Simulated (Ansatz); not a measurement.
**Σ5 (310) boundary in bcc Ta, starting shift (0.33, 0): structure and resistance**

Wanted: what the Σ5 (310) boundary in bcc Ta, starting shift (0.33, 0) costs an interconnect.

Method: Ansatz plane-wave DFT, PBE, PAW files; relaxation of a bicrystal slab with its lowest layers held; PAW set soft_1, in the first sound run; inputs show where later runs differ, in Ansatz 0.2.0.

Most raw output is cut from this account.

## 1. The starting structure

The cell holds 18 atoms: 18 Ta. Its edges and angles: a = 5.477 Å, b = 3.303 Å, c = 29.799 Å, α = 90.0°, β = 90.0°, γ = 72.5°. It derives from Ta. built on the (3 1 0) plane; 2 overlapping atoms removed and the grains opened by 0 Å. Vacuum lies along c.

## 2. Relaxing the bicrystal

The boundary is built by mirroring the lower grain in the boundary plane and removing any atoms that overlap. A thin bicrystal slab is relaxed first, with the lowest layers held and the upper grain free to shift and open.

input.yaml reads:

```yaml
crystal:
  lattice:
    - [5.4766761838, 0.0, 0.0]
    - [0.9957593061, 3.1488674087, 0.0]
    - [0.0, 0.0, 29.7985010762]
  atoms:
    - { symbol: Ta, position: [0.7999999999, 0.6, 0.1677936748] }
    - { symbol: Ta, position: [0.1999999999, 0.9, 0.2028411146] }
    - { symbol: Ta, position: [0.5999999999, 0.2, 0.2378885543] }
    - { symbol: Ta, position: [1.0, 0.5, 0.2729359941] }
    - { symbol: Ta, position: [0.4, 0.8, 0.3079834338] }
    - { symbol: Ta, position: [0.8, 0.1, 0.3430308735] }
    - { symbol: Ta, position: [0.2, 0.4, 0.3780783133] }
    - { symbol: Ta, position: [0.6, 0.7, 0.413125753] }
    - { symbol: Ta, position: [0.0, 0.0, 0.4481731928] }
    - { symbol: Ta, position: [0.53, 0.4, 0.5182680723] }
    - { symbol: Ta, position: [0.13, 0.1, 0.553315512] }
    - { symbol: Ta, position: [0.73, 0.8, 0.5883629517] }
    - { symbol: Ta, position: [0.33, 0.5, 0.6234103915] }
    - { symbol: Ta, position: [0.9299999999, 0.2, 0.6584578312] }
    - { symbol: Ta, position: [0.5299999999, 0.9, 0.693505271] }
    - { symbol: Ta, position: [0.1299999999, 0.6, 0.7285527107] }
    - { symbol: Ta, position: [0.7299999999, 0.3, 0.7636001505] }
    - { symbol: Ta, position: [0.3299999999, 0.0, 0.7986475902] }
kpoints:
  mp_grid: { grid: [7, 7, 1] }
hamiltonian:
  xc: pbe
  pseudopotentials: { kind: paw, azcp: { folder: soft_1 } }
scf:
  occupations: { method: fermi_dirac, width: 0.1 }
relax:
  f_tol: 0.03
  max_steps: 80
  constraints: [{ sites: [0, 1, 2] }]
```

Run with:

```console
$ ansatz run input.yaml --threads 4 --pin off --max-ram 15360MiB --backend cpu --events-out ev --progress --plain --runs-dir out
```

Wall time 9.5 min (4 threads of Arm Neoverse V1, shared host); peak memory 2.3 GiB; 38 min of CPU time.

The steps of the relaxation:

```csv
step,energy less that of the first step (eV),largest force component (eV/Å)
1,0.0000,1.6579
2,-0.6873,0.8403
3,-1.0513,0.5446
4,-1.2613,0.4130
5,-1.3635,0.1392
6,-1.3677,0.4083
7,-1.3977,0.0975
8,-1.3992,0.1104
9,-1.4024,0.0295
```

The atoms that moved most (Å):

```csv
atom,dx,dy,dz,length
Ta18,-0.147,0.267,-0.780,0.838
Ta10,-0.135,0.049,-0.782,0.795
Ta12,-0.043,0.246,-0.660,0.706
Ta14,-0.046,0.243,-0.637,0.683
Ta13,-0.006,0.217,-0.603,0.641
Ta16,-0.060,0.242,-0.589,0.639
Ta17,-0.127,0.265,-0.540,0.615
Ta11,-0.009,0.270,-0.541,0.604
```

The relaxed structure:

```cif
data_structure
_symmetry_space_group_name_H-M 'P 1'
_symmetry_Int_Tables_number 1
_cell_length_a 5.4767
_cell_length_b 3.3026
_cell_length_c 29.7985
_cell_angle_alpha 90.000
_cell_angle_beta 90.000
_cell_angle_gamma 72.452
_cell_volume 513.88
loop_
_atom_site_label
_atom_site_type_symbol
_atom_site_fract_x
_atom_site_fract_y
_atom_site_fract_z
_atom_site_occupancy
Ta1 Ta 0.80000 0.60000 0.16779 1
Ta2 Ta 0.20000 0.90000 0.20284 1
Ta3 Ta 0.60000 0.20000 0.23789 1
Ta4 Ta 0.00004 0.49846 0.27145 1
Ta5 Ta 0.39880 0.79966 0.30900 1
Ta6 Ta 0.80874 0.08999 0.34313 1
Ta7 Ta 0.20323 0.39580 0.38035 1
Ta8 Ta 0.60818 0.70109 0.41165 1
Ta9 Ta 0.00296 0.92546 0.45414 1
Ta10 Ta 0.50254 0.41550 0.49202 1
Ta11 Ta 0.11284 0.18562 0.53517 1
Ta12 Ta 0.70801 0.87823 0.56622 1
Ta13 Ta 0.31634 0.56905 0.60316 1
Ta14 Ta 0.90756 0.27704 0.63707 1
Ta15 Ta 0.50871 0.97454 0.67543 1
Ta16 Ta 0.10512 0.67697 0.70879 1
Ta17 Ta 0.69148 0.38415 0.74546 1
Ta18 Ta 0.28779 0.08493 0.77247 1
```

This step gave:

| Property | Result |
| --- | --- |
| free energy | -178791.3277 eV |
| energy at zero smearing | -178790.9792 eV |
| Fermi energy | 10.49 eV |

The largest force component on a free atom ends at 0.030 eV/Å, under the tolerance of 0.03, after 9 steps.

## 3. Transmission across the boundary

Bulk layers of each grain are laid under and over the relaxed boundary, and a lead is named in the middle of each, away from the free faces. The mesh across the current, 20×20, is finer than the density's, because channels open and close sharply across the zone. Energies from -0.1 to 0.1 eV in steps of 0.05 eV are too few for the program's thermal sum, so it prints no conductance; for a metal the transmission near the Fermi level serves, at a fraction of the cost.

This step: Ansatz plane-wave DFT, PBE, PAW files; ballistic transport by layer matching (Landauer), zero bias; boundary relaxed in a short slab, bulk layers laid on; PAW set soft_1 (Ansatz 0.2.0).

System of this step: Σ5 (310) boundary in bcc Ta, starting shift (0.33, 0). The cell holds 41 atoms: 41 Ta. Cell: a = 5.477 Å, b = 3.303 Å, c = 50.215 Å, α = 90.0°, β = 90.0°, γ = 72.5°. It derives from Ta. Regions: lower grain, 17 atoms (17 Ta); boundary, 11 atoms (11 Ta); upper grain, 13 atoms (13 Ta). Vacuum lies along c.

input.yaml reads:

```yaml
crystal:
  lattice:
    - [5.4766761838, 0.0, 0.0]
    - [0.9957593061, 3.1488674087, 0.0]
    - [0.0, 0.0, 50.215419204]
  atoms:
    - { symbol: Ta, position: [-9.2000000003, -6.8999999999, 0.0796568079] }
    - { symbol: Ta, position: [-8.8000000003, -6.5999999999, 0.1004544272] }
    - { symbol: Ta, position: [-8.4000000002, -6.3, 0.1212520464] }
    - { symbol: Ta, position: [-8.0000000002, -6.0, 0.1420496657] }
    - { symbol: Ta, position: [-7.6000000002, -5.7, 0.162847285] }
    - { symbol: Ta, position: [-7.2000000002, -5.4, 0.1836449043] }
    - { symbol: Ta, position: [-6.8000000002, -5.1, 0.2044425236] }
    - { symbol: Ta, position: [-6.4000000002, -4.8, 0.2252401429] }
[... 29 atom lines left out ...]
    - { symbol: Ta, position: [-5.6836630002, -4.4309472467, 0.8579503343] }
    - { symbol: Ta, position: [-6.0836630002, -4.7309472467, 0.8787479536] }
    - { symbol: Ta, position: [-6.4836630002, -5.0309472467, 0.8995455728] }
    - { symbol: Ta, position: [-6.8836630002, -5.3309472467, 0.9203431921] }
kpoints:
  mp_grid: { grid: [8, 8, 1] }
hamiltonian:
  xc: pbe
  pseudopotentials: { kind: paw, azcp: { folder: soft_1 } }
scf:
  occupations: { method: fermi_dirac, width: 0.1 }
output:
  transmission:
    leads: [[9, 10], [33, 34]]
    kmesh: [20, 20]
    e_range: [-0.1, 0.1]
    de: 0.05
  write_potential: true
  write_density: true
  volumetric_format: npy
  elf: true
```

Run time: 33 min. Hardware: 4 threads; peak memory 11 GiB.

Numbers from this step:

| Property | Result |
| --- | --- |
| free energy | -407255.8348 eV |
| energy at zero smearing | -407254.9717 eV |
| Fermi energy | 15.36 eV |
| cell area | 17.25 Å² |
| transmission per spin nearest the Fermi level | 1.784 |
| open channels per spin nearest the Fermi level | 3.873 |
| open channels per spin, upper lead | 3.873 |
| step of the lead's potential | 11.6 meV |
| step of the upper lead's potential | 13.2 meV |

Per spin. The transmission, zone mean by energy, zero at the Fermi level:

```csv
energy (eV),"transmission, zone mean"
-0.1000,1.98
-0.0500,1.89
0.0000,1.78
0.0500,1.71
0.1000,1.63
```

Per spin. Open channels, zone mean, lead = upper lead against energy, zero at the Fermi level:

```csv
energy (eV),"open channels, zone mean, lead = upper lead"
-0.1000,4.29
-0.0500,4.13
0.0000,3.87
0.0500,3.72
0.1000,3.63
```

Transmission over k1 and k2. At 0.0000 eV from the Fermi level.

Ten even steps from '0' (0.02) to '9' (3.08):
```
55567856645565775576
55578865435656776775
55565444336753468755
10000002344333333221
12233202435688852000
12333332487899984122
23365557768899887751
67556686655978888666
88757897767788888767
88878977765677798788
87678888877677987578
66668888795566866557
21577889988677555633
12214899987842333332
10002588865342023322
11223333334432000000
55578643576334445655
55776776565345688755
56755775655466587655
66557886645466887556
```
Columns: k1 (b1) from -0.5 to 0.45; rows upwards: k2 (b2) from -0.5 to 0.45.

Open channels over k1 and k2. At 0.0000 eV from the Fermi level.

Ten even steps from '0' (1.00) to '9' (7.00):
```
35556655535555665555
33566653335556865553
33355333335653356533
10000011133331333311
11111101135666653110
11111331686666686133
31133566668668666653
88866665555955556666
88866665555555566668
88866655553555566688
88666655555555666688
86666555595555666688
33566668668666653311
13316866666861331111
10113566665311011111
11133331333311100000
33356533565333335533
33555686555333566653
35555665555355566555
55556665555555666555
```
Columns: k1 (b1) from -0.5 to 0.45; rows upwards: k2 (b2) from -0.5 to 0.45.

Valence density in the ca plane at fractional y = 0.925, with atoms of Ta within 0.2 Å of it. It is the smooth field of the valence electrons, not physical close to the nuclei.

Ten even steps from '0' (0.0 e/Å³) to '9' (4.5 e/Å³), each cell a mean:
```
00001100000257510000000000000000010000000000
00000000000279620000111000000000000000000000
00000000000146410001366310000000000000000000
00000000000012100001699610000000000000000000
12210000000000000001799710000121000000000000
47741000000000000001477410002686200000000000
79972000000000000000122100004999400000000000
69972000012100000000000000003999300000000000
36631000147520000000000000001465100000000000
01110000279830000000000000000111000000000000
00000000157620000011000000000000000000000000
00000000123210000122100000000000000000000000
00011110000000000133200000000000121000000000
00013210000000000122100000000001232000000000
00012210000122100000000000000001221000000000
```
Columns run along c (16.0 Å, from fractional 0.68 to 1.00 of the cell), rows up along a (5.5 Å). Atoms in or near the plane, at fractional coordinates: Ta at (0.69, 0.52), Ta at (0.84, 0.72), Ta at (0.90, 0.52).

Electrostatic potential energy in the ca plane at fractional y = 0.925, with atoms of Ta within 0.2 Å of it. With pseudopotentials it is smooth inside the atoms' cores, unlike the true potential.

Ten even steps from '0' (-37 eV) to '9' (19 eV), each cell a mean:
```
88887789998521268998888998878898777899999999
89998889998510158998766789888999888999999999
99999999998631368997422479999999999999999999
88889999999865689986100168999888999999999999
75568999999988899986100168997655789999999999
31137999999999999997311379985201589999999999
10015899988899999998755789973000379999999999
10015899865679999999988899973000379999999999
42147998631258999999999999986312689999999999
76678998510048999888999888998767899999999999
98888998621258999877788888899988899999999999
99987888754578998754688888899998878899999999
99876678887889998644588888889998656899999999
88864468999888888755689998888887545789999999
88865578999755678877899998878887546789999999
```
Columns run along c (16.0 Å, from fractional 0.68 to 1.00 of the cell; values clipped at the 3rd and 97th percentile), rows up along a (5.5 Å). Atoms in or near the plane, at fractional coordinates: Ta at (0.69, 0.52), Ta at (0.84, 0.72), Ta at (0.90, 0.52).

ELF in the ca plane at fractional y = 0.925, with atoms of Ta within 0.2 Å of it. It is the smooth field of the valence electrons, not physical close to the nuclei.

Ten even steps from '0' (0.00) to '9' (0.74), each cell a mean:
```
24423334653599853554444454222354332111100000
35543345553699953563344344322466432211100000
55556654453489843542799634544566543321100000
43335654454235434634977943654333333321000000
35533565566423356635966943543454212211000000
79983466665555666643899723525999621111000000
95595366532246655663355335537838921221100000
96694364345424554565323457637858822333210000
69973453489953554566566545644898534665320000
34433553599973565433455323453344357775421000
54444553599953564333344322355434455665421000
66433333357634663366434322356654333344321000
55334433433334653477534433445653454323211000
44346633554333343355335554333443675322210000
33346633664356533333346664322443565211110000
```
Columns run along c (16.0 Å, from fractional 0.68 to 1.00 of the cell), rows up along a (5.5 Å). Atoms in or near the plane, at fractional coordinates: Ta at (0.69, 0.52), Ta at (0.84, 0.72), Ta at (0.90, 0.52).

Over the solved energies the transmission per spin lies between 1.63 and 1.98, out of 3.93 channels of the lead on average (up to 4.29).

## 4. Specific resistance

This step: Ansatz plane-wave DFT, PBE, PAW files; ballistic transport by layer matching (Landauer), zero bias; specific resistance of the boundary; PAW set soft_1 (Ansatz 0.2.0).

This step gave:

```yaml
area_resistance: 0.6716 fΩ m²
t_over_the_leads_mean_channel_count: 0.4575
```

Averaged over the energies near the Fermi level, 45.7 % of the channels pass, which makes 0.672 fΩ m².

By hand, with T and the leads' channels N averaged over the energies near the Fermi level: RA = A (h/2e²)(1/T − ½[1/N₁ + 1/N₂]) = 17.25×10⁻²⁰ m² × 12 906 Ω × (1/1.798 − ½[1/3.929 + 1/3.931]) = 0.672 fΩ m².

## 5. Single-crystal slab for reference

The free faces cost energy too. A single-crystal slab with the same faces and held layers is relaxed, so that they cancel.

This step: Ansatz plane-wave DFT, PBE, PAW files; relaxation of a single-crystal slab with its lowest layers held; PAW set soft_1 (Ansatz 0.2.0).

System of this step: Ta slab, plane (3, 1, 0). The cell holds 19 atoms: 19 Ta. Its edges and angles: a = 5.477 Å, b = 3.303 Å, c = 29.799 Å, α = 90.0°, β = 90.0°, γ = 72.5°. It derives from Ta. Vacuum lies along c.

input.yaml reads:

```yaml
crystal:
  lattice:
    - [5.4766761838, 0.0, 0.0]
    - [0.9957593061, 3.1488674087, 0.0]
    - [0.0, 0.0, 29.7985010762]
  atoms:
    - { symbol: Ta, position: [0.7999999998, 0.6000000001, 0.1677936748] }
    - { symbol: Ta, position: [0.1999999998, 0.9000000001, 0.2028411146] }
    - { symbol: Ta, position: [0.5999999998, 0.2000000001, 0.2378885543] }
    - { symbol: Ta, position: [0.9999999999, 0.5, 0.2729359941] }
    - { symbol: Ta, position: [0.3999999999, 0.8, 0.3079834338] }
    - { symbol: Ta, position: [0.7999999999, 0.1, 0.3430308735] }
    - { symbol: Ta, position: [0.1999999999, 0.4, 0.3780783133] }
    - { symbol: Ta, position: [0.5999999999, 0.7, 0.413125753] }
    - { symbol: Ta, position: [0.9999999999, 0.0, 0.4481731928] }
    - { symbol: Ta, position: [0.3999999999, 0.3, 0.4832206325] }
    - { symbol: Ta, position: [0.7999999999, 0.6, 0.5182680723] }
    - { symbol: Ta, position: [0.1999999999, 0.9, 0.553315512] }
    - { symbol: Ta, position: [0.5999999999, 0.2, 0.5883629517] }
    - { symbol: Ta, position: [1.0, 0.5, 0.6234103915] }
    - { symbol: Ta, position: [0.4, 0.8, 0.6584578312] }
    - { symbol: Ta, position: [0.8, 0.1, 0.693505271] }
    - { symbol: Ta, position: [0.2, 0.4, 0.7285527107] }
    - { symbol: Ta, position: [0.6, 0.7, 0.7636001505] }
    - { symbol: Ta, position: [0.0, 0.0, 0.7986475902] }
kpoints:
  mp_grid: { grid: [7, 7, 1] }
hamiltonian:
  xc: pbe
  pseudopotentials: { kind: paw, azcp: { folder: soft_1 } }
scf:
  occupations: { method: fermi_dirac, width: 0.1 }
relax:
  f_tol: 0.03
  max_steps: 80
  constraints: [{ sites: [0, 1, 2] }]
```

The job ended after 4.2 min (4 threads; peak memory 2.1 GiB).

The steps of the relaxation:

```csv
step,energy less that of the first step (eV),largest force component (eV/Å)
1,0.0000,1.6675
2,-0.2042,0.7752
3,-0.2587,0.1726
4,-0.2644,0.0666
5,-0.2657,0.0208
```

The atoms that moved most (Å):

```csv
atom,dx,dy,dz,length
Ta18,0.104,-0.033,0.196,0.225
Ta16,0.028,-0.009,0.193,0.195
Ta17,0.040,-0.013,0.151,0.157
Ta19,0.123,-0.039,-0.043,0.136
Ta15,0.036,-0.011,0.116,0.122
Ta14,0.017,-0.005,0.114,0.116
Ta13,0.016,-0.005,0.111,0.112
Ta12,0.019,-0.006,0.097,0.099
```

Final coordinates:

```xyz
19
Lattice="5.4767 0.0000 0.0000 0.9958 3.1489 0.0000 0.0000 0.0000 29.7985" Properties=species:S:1:pos:R:3
Ta    4.9788    1.8893    5.0000
Ta    1.9915    2.8340    6.0444
Ta    3.4852    0.6298    7.0887
Ta    5.9665    1.5770    8.0900
Ta    2.9663    2.5257    9.1908
Ta    4.4853    0.3135   10.2400
Ta    1.5018    1.2570   11.3009
Ta    3.9885    2.2025   12.3536
Ta    5.4833   -0.0021   13.4097
Ta    2.5000    0.9413   14.4683
Ta    4.9927    1.8849   15.5277
Ta    2.0106    2.8279   16.5852
Ta    3.5007    0.6249   17.6432
Ta    5.9914    1.5691   18.6910
Ta    3.0235    2.5076   19.7373
Ta    4.5090    0.3060   20.8584
Ta    1.5340    1.2468   21.8606
Ta    4.0868    2.1714   22.9506
Ta    0.1228   -0.0388   23.7552
```

This step gave:

```yaml
free_energy: -188726.1337 eV
energy_at_zero_smearing: -188725.7387 eV
fermi_energy: 11.22 eV
```

The largest force component on a free atom ends at 0.021 eV/Å, under the tolerance of 0.03, after 5 steps.

## 6. Bulk reference

The perfect crystal gives the energy per atom, for the atoms by which bicrystal and slab differ.

This step: Ansatz plane-wave DFT, PBE, PAW files; bulk reference; PAW set soft_1 (Ansatz 0.2.0).

System of this step: Ta. The structure is cubic, space group Im-3m (No. 229). The conventional cell has a = 3.303 Å, b = 3.303 Å, c = 3.303 Å, α = 90.00°, β = 90.00°, γ = 90.00°. Nearest to Ta lie 8 Ta at 2.86 Å.

input.yaml, the sections that differ from step 5:

```yaml
crystal:
  lattice:
    - [-1.65128, 1.65128, 1.65128]
    - [1.65128, -1.65128, 1.65128]
    - [1.65128, 1.65128, -1.65128]
  atoms:
    - { symbol: Ta, position: [0.0, 0.0, 0.0] }
kpoints:
  mp_grid: { grid: [18, 18, 18] }
# hamiltonian, scf: as in step 5
# relax: removed
```

Run time: 0.62 s. Hardware: 4 threads; peak memory 0.28 GiB.

Numbers from this step:

```
free energy             : -9933.2519 eV
energy at zero smearing : -9933.2304 eV
Fermi energy            : 18.52 eV
```

## 7. Boundary energy

This step: Ansatz plane-wave DFT, PBE, PAW files; bicrystal less single-crystal slab less bulk atoms, a boundary area; PAW set soft_1 (Ansatz 0.2.0).

This step gave:

```yaml
excess_energy_of_the_cell: 1.529 eV
boundary_energy: 1.421 J/m²
```

The boundary costs 1.4 J/m².

By hand: 1.53 eV / 17.25 Å² × 16.02 = 1.42 J/m².

## 8. What came out

```
specific resistance of the boundary : 0.672 fΩ m²
share of channels that pass         : 0.457
boundary energy                     : 1.42 J/m²
```

**Reading.** The boundary has a specific resistance of 0.67 fΩ m² and an energy of 1.4 J/m². The boundary reflects 54 % of the channels; 0.67 fΩ m² is 6.7×10⁻¹² Ω·cm². That equals the resistance of 5.0 nm of bulk Ta at 300 K (measured 13.5 µΩ cm, CRC Handbook of Chemistry and Physics, 84th ed., 2003, Electrical Resistivity of Pure Metals). One starting structure was relaxed; another shift or atom count at the boundary may lie lower. Spin-orbit coupling is left out, which matters for Ta.

[Logs are printed without paths, hosts, clocks, repeated set-up lines and the standing remarks that a program may print on its own settings, such as how far it seeks lower states.]

[Hosts, paths, dates, database ids (printed as entryN), source tags and the programs' standing remarks are cut or masked in the printed files.]
